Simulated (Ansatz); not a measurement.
# NaScBr3, from a guessed structure to a relaxed one, part 2 of 2

This structure for NaScBr3 is made up. Its elements were placed in a known structure type with a cell scaled to their sizes. What cell does the guess relax to, and how far off was it?

Ansatz 0.2.0; DFT, PBE, plane-wave PAW, files of the set soft_1, scalar-relativistic, no spin, cell and ions relaxed at zero pressure; PAW set soft_1 (the session's first sound run).

So far: Starting point; Relaxing cell and atoms. The relaxed cell has a = 5.386 Å (conventional setting).

**3. Bands of the relaxed cell**

A second self-consistent run takes a narrower smearing and the mesh shown in its input; the bands follow along the standard path of the relaxed lattice.

This step: DFT, PBE, plane-wave PAW, files of the set soft_1, scalar-relativistic, no spin, bands and density of states at the relaxed cell; PAW set soft_1 (Ansatz 0.2.0).

The input, input.yaml:

```yaml
crystal:
  lattice:
    - [5.3864860581, 0.0, 0.0]
    - [0.0, 5.3864860581, 0.0]
    - [0.0, 0.0, 5.3864860581]
  atoms:
    - { symbol: Br, position: [0.5, 0.5, 0.0] }
    - { symbol: Br, position: [0.5, 0.0, 0.5] }
    - { symbol: Br, position: [0.0, 0.5, 0.5] }
    - { symbol: Sc, position: [0.5, 0.5, 0.5] }
    - { symbol: Na, position: [0.0, 0.0, 0.0] }
kpoints:
  mp_grid: { grid: [6, 6, 6] }
  band_path:
    path:
      - [[0.0, 0.0, 0.0], [0.0, 0.5, 0.0], [0.5, 0.5, 0.0], [0.0, 0.0, 0.0], [0.5, 0.5, 0.5], [0.0, 0.5, 0.0]]
      - [[0.5, 0.5, 0.0], [0.5, 0.5, 0.5]]
    npoints: 13
scf:
  occupations: { method: fermi_dirac, width: 0.03 }
  n_extra_bands: 9
hamiltonian:
  xc: pbe
  pseudopotentials: { kind: paw, azcp: { folder: soft_1 } }
output:
  forces: true
  stress: true
  write_bands: true
  dos: { projected: true }
  write_density: true
  write_potential: true
  elf: true
  volumetric_format: npy
```

Launch:

```console
> ansatz run input.yaml --threads 4 --pin off --max-ram 8192MiB --backend cpu --events-out ev --progress --plain --runs-dir out
```

Numbers of over 12 decimals in the logs are rounded to 6 here.

What it wrote:

```text
[...]
Crystal: 5 atoms, lattice volume = 156.285 Å³
Basis set: ecut = 420 eV, 3071 PW (Γ), exchange–correlation on 80×80×80 points (8 copies of the dense FFT grid, shifted against one another)
Bands: 30, of which v1, the nominal top of the filled ones, is band 21 counted from 1 (20 counted from 0)
Symmetry: 48 space group operations
[...]
k-points: 20 of 216
[...]
SCF iter   1: F=—  HF=-11981.621048 eV  |F-HF|=—  |Δ(HF+E_count)|=         —  Δρ=7.22e-2  dr2=1.42e1  ethr=3.10e-3  ⟨swp⟩=5.7  Hψ=2463  notcnv=0
[...]
SCF iter  10: F=-11978.587709 eV  HF=-11978.587709 eV  |F-HF|=1.20e-8  |Δ(HF+E_count)|=   2.10e-7  Δρ=3.06e-6  dr2=3.65e-8  ethr=2.44e-10  ⟨swp⟩=15.4  Hψ=4459  notcnv=0
SCF 1 converged in 10 iterations: F = -11978.587709 eV  dr2 = 3.65e-8
[...]
NSCF: frozen V_eff on 80 k-points
SCF converged after 10 iterations
Free energy (F): -11978.587709 eV
[...]
Internal energy: -11978.575972 eV  (E = F + TS)
E sigma→0 (E₀):  -11978.581841 eV
Entropy (-TS):   -0.011737 eV (-2.347 meV/atom)
Fermi energy:    5.825880 eV
[...]
--- Stress (GPa, compression-positive) ---
       -0.095987      -0.000000       0.000000
        0.000000      -0.095987       0.000000
       -0.000000       0.000000      -0.095987
  P = ⅓ Tr σ = -0.0960 GPa (-0.960 kbar)
--- Band table (eV; the first three rows and the last of 20) ---
  k-point 0: bands = [... 17 lower, 1.6450, 1.6450, 1.6450, 5.3563, 5.4934, 5.4934, 5.4934, 6.4830, ... 5 higher]
  k-point 1: bands = [... 17 lower, 1.2884, 1.5862, 1.5862, 5.5052, 5.6747, 5.7399, 5.7399, 6.4841, ... 5 higher]
  k-point 2: bands = [... 17 lower, 1.1946, 1.5479, 1.5479, 5.5291, 6.2360, 6.2360, 6.3943, 6.4864, ... 5 higher]
  k-point 19: bands = [... 17 lower, 2.0845, 2.0845, 2.0845, 6.1157, 6.9358, 6.9358, 6.9358, 9.0150, ... 5 higher]
```

Wall time 3.5 s (4 threads of Arm Neoverse V2, shared host); peak memory 0.52 GiB; 13 s of CPU time.

This step gave:

```yaml
free_energy: -11978.5877 eV
energy_at_zero_smearing: -11978.5818 eV
smearing_term_ts: 0.01174 eV
fermi_energy: 5.826 eV
pressure: -0.09599 GPa
```

bands.tsv at the labelled points (eV, zero at the Fermi level; the bands that come nearest the Fermi level along the path):

```tsv
point	band 17	band 18	band 19	band 20	band 21	band 22	band 23	band 24
Γ	-4.49	-4.18	-4.18	-4.18	-0.47	-0.33	-0.33	-0.33
X	-5.06	-4.68	-4.28	-4.28	-0.28	0.66	0.67	0.67
M	-5.02	-5.00	-5.00	-3.75	0.69	0.69	0.83	1.04
Γ	-4.49	-4.18	-4.18	-4.18	-0.47	-0.33	-0.33	-0.33
R	-5.72	-3.74	-3.74	-3.74	0.29	1.11	1.11	1.11
X	-5.06	-4.68	-4.28	-4.28	-0.28	0.66	0.67	0.67
M	-5.02	-5.00	-5.00	-3.75	0.69	0.69	0.83	1.04
R	-5.72	-3.74	-3.74	-3.74	0.29	1.11	1.11	1.11
```

States per cell as run, both spins, in windows of 1 eV, from dos.tsv (zero at the Fermi level): Near the top, bands beyond those computed are missing, so counts there can be too low.

```
from  to  total
  -8  -7   0.40
  -7  -6   2.72
  -6  -5   7.40
  -5  -4   6.63
  -4  -3   0.85
  -3  -2   0.00
  -2  -1   0.00
  -1   0   0.73
   0   1   6.74
   1   2   3.43
   2   3   2.50
```

A further 22.0 states lie below the table's range.

Electrostatic potential energy in the ac plane at fractional y = 0.500, with atoms of Br and Sc within 0.2 Å of it. With pseudopotentials it is smooth inside the atoms' cores, unlike the true potential.

Values in eV, 15 rows by 15 columns, each cell a mean:
```
  8   8   8   8   4 -14 -46 -59 -57 -33  -2   6   8   8   8
  8   8   8   8   6  -2 -21 -35 -31 -12   3   7   8   8   8
  8   8   8   8   7   4  -1  -6  -4   1   6   7   8   8   8
  6   7   7   7   7   5   2   1   1   3   6   7   7   7   6
 -4   0   5   6   5   1  -3  -7  -6  -1   3   6   6   3  -2
-39 -24  -4   3   2  -6 -21 -32 -29 -14  -1   3   1 -12 -33
-60 -48 -17   0   0 -15 -39 -52 -48 -29  -6   1  -4 -31 -57
-61 -52 -20   0  -1 -17 -42 -55 -52 -32  -7   1  -6 -35 -59
-52 -37 -10   2   1 -10 -30 -42 -39 -21  -3   2  -1 -21 -46
-18  -8   1   5   4  -1 -10 -17 -15  -6   1   5   4  -2 -14
  4   5   7   7   6   4   1  -1   0   2   5   7   7   6   4
  7   8   8   8   7   5   2   0   0   3   6   7   8   8   8
  8   8   8   8   7   1 -10 -20 -17  -4   5   7   8   8   8
  8   8   8   8   5  -8 -37 -52 -48 -24   0   7   8   8   8
  8   8   8   7   4 -18 -52 -61 -60 -39  -4   6   8   8   8
```
Columns run along a (5.4 Å; values clipped at the 3rd and 97th percentile), rows up along c (5.4 Å). Atoms in or near the plane, at fractional coordinates: Br at (0.50, 0.00), Br at (0.00, 0.50), Sc at (0.50, 0.50).

Valence density in the ac plane at fractional y = 0.500, with atoms of Br and Sc within 0.2 Å of it. It is the smooth field of the valence electrons, not physical close to the nuclei.

Values in e/Å³, 15 rows by 15 columns, each cell a mean:
```
0.0 0.0 0.0 0.1 0.3 0.9 1.1 0.5 0.8 1.1 0.5 0.2 0.1 0.0 0.0
0.0 0.0 0.0 0.1 0.2 0.5 1.0 1.1 1.1 0.8 0.3 0.1 0.0 0.0 0.0
0.1 0.1 0.0 0.1 0.1 0.3 0.5 0.7 0.6 0.4 0.2 0.1 0.0 0.0 0.1
0.2 0.2 0.1 0.1 0.1 0.1 0.2 0.3 0.3 0.2 0.1 0.1 0.1 0.1 0.2
0.6 0.5 0.3 0.1 0.1 0.1 0.3 0.4 0.3 0.2 0.1 0.1 0.2 0.3 0.5
1.1 1.0 0.6 0.3 0.2 0.3 1.4 2.7 2.3 0.8 0.2 0.2 0.4 0.8 1.1
0.4 1.0 0.9 0.4 0.2 0.8 4.0 6.9 6.0 2.3 0.3 0.3 0.6 1.1 0.8
0.1 0.9 1.0 0.4 0.2 1.0 4.7 7.8 6.9 2.7 0.4 0.3 0.7 1.1 0.5
0.9 1.1 0.8 0.3 0.2 0.6 2.6 4.7 4.0 1.4 0.3 0.2 0.5 1.0 1.1
0.9 0.7 0.4 0.2 0.1 0.2 0.6 1.0 0.8 0.3 0.1 0.1 0.3 0.5 0.9
0.3 0.3 0.2 0.1 0.1 0.1 0.2 0.2 0.2 0.2 0.1 0.1 0.1 0.2 0.3
0.1 0.1 0.1 0.1 0.1 0.2 0.3 0.4 0.4 0.3 0.1 0.1 0.1 0.1 0.1
0.0 0.0 0.0 0.1 0.2 0.4 0.8 1.0 0.9 0.6 0.3 0.1 0.0 0.0 0.0
0.0 0.0 0.0 0.1 0.3 0.7 1.1 0.9 1.0 1.0 0.5 0.2 0.1 0.0 0.0
0.0 0.0 0.0 0.1 0.3 0.9 0.9 0.1 0.4 1.1 0.6 0.2 0.1 0.0 0.0
```
Columns run along a (5.4 Å), rows up along c (5.4 Å). Atoms in or near the plane, at fractional coordinates: Br at (0.50, 0.00), Br at (0.00, 0.50), Sc at (0.50, 0.50).

ELF in the ac plane at fractional y = 0.500, with atoms of Br and Sc within 0.2 Å of it. It is the smooth field of the valence electrons, not physical close to the nuclei.

Ten even steps from '_' (0.01) to '@' (0.88), each cell a mean:
```
____..++%%@@##::--@@@@##--____
______::##@@@@%%@@@@%%++..____
--::____--##%%@@@@%%++::__..--
%%**--....::--====--::..::++##
@@@@##==..__..::..____::++%%@@
%%@@@@**..::**####==__--%%@@@@
..**@@##..==**==++##..==@@@@--
__++@@##..==**::==##::==@@%%::
++%%@@##..--##******..--%%@@##
@@@@%%++....--====::__::##@@@@
@@%%++::__..............--##%%
++==..__::++######**==..__::++
..____..++%%@@@@@@@@##--____..
______==%%@@%%++**@@@@**::____
____..++@@@@++__..%%@@%%--____
```
Columns run along a (5.4 Å), rows up along c (5.4 Å). Atoms in or near the plane, at fractional coordinates: Br at (0.50, 0.00), Br at (0.00, 0.50), Sc at (0.50, 0.50).

**4. Summary of results**

| Quantity | Value |
| --- | --- |
| space group, relaxed | Pm-3m |
| conventional cell | a = 5.386, b = 5.386, c = 5.386 Å; α = 90.0°, β = 90.0°, γ = 90.0° |
| volume per atom | 31.26 Å³ (guess 30.30) |

In words: NaScBr3 relaxes to Pm-3m with a = 5.386, b = 5.386 and c = 5.386 Å. The guessed volume was 3 % too small. The space group Pm-3m was held in the relaxation, so the end point is a stationary structure within it and may be a saddle against distortions or other arrangements. Bands cross the Fermi level, so it is a metal or semimetal at this level. The electron count is odd, which forces that without spin polarisation or a larger cell. On the 6×6×6 mesh with the narrower smearing (relaxed on 5×5×5) the forces vanish, as symmetry may demand, and the largest stress component is 0.096 GPa, against the relaxation's thresholds of 0.015 eV/Å and 0.05 GPa. The cutoff wasn't tested. No dispersion term is used, so weakly bound directions may come out too long. Nothing here tests whether the compound is stable against decomposition.

[Logs are printed without paths, hosts, clocks, repeated set-up lines and the standing remarks that a program may print on its own settings, such as how far it seeks lower states.]

[Hosts, paths, dates, database ids (printed as entryN), source tags and the programs' standing remarks are cut or masked in the printed files.]
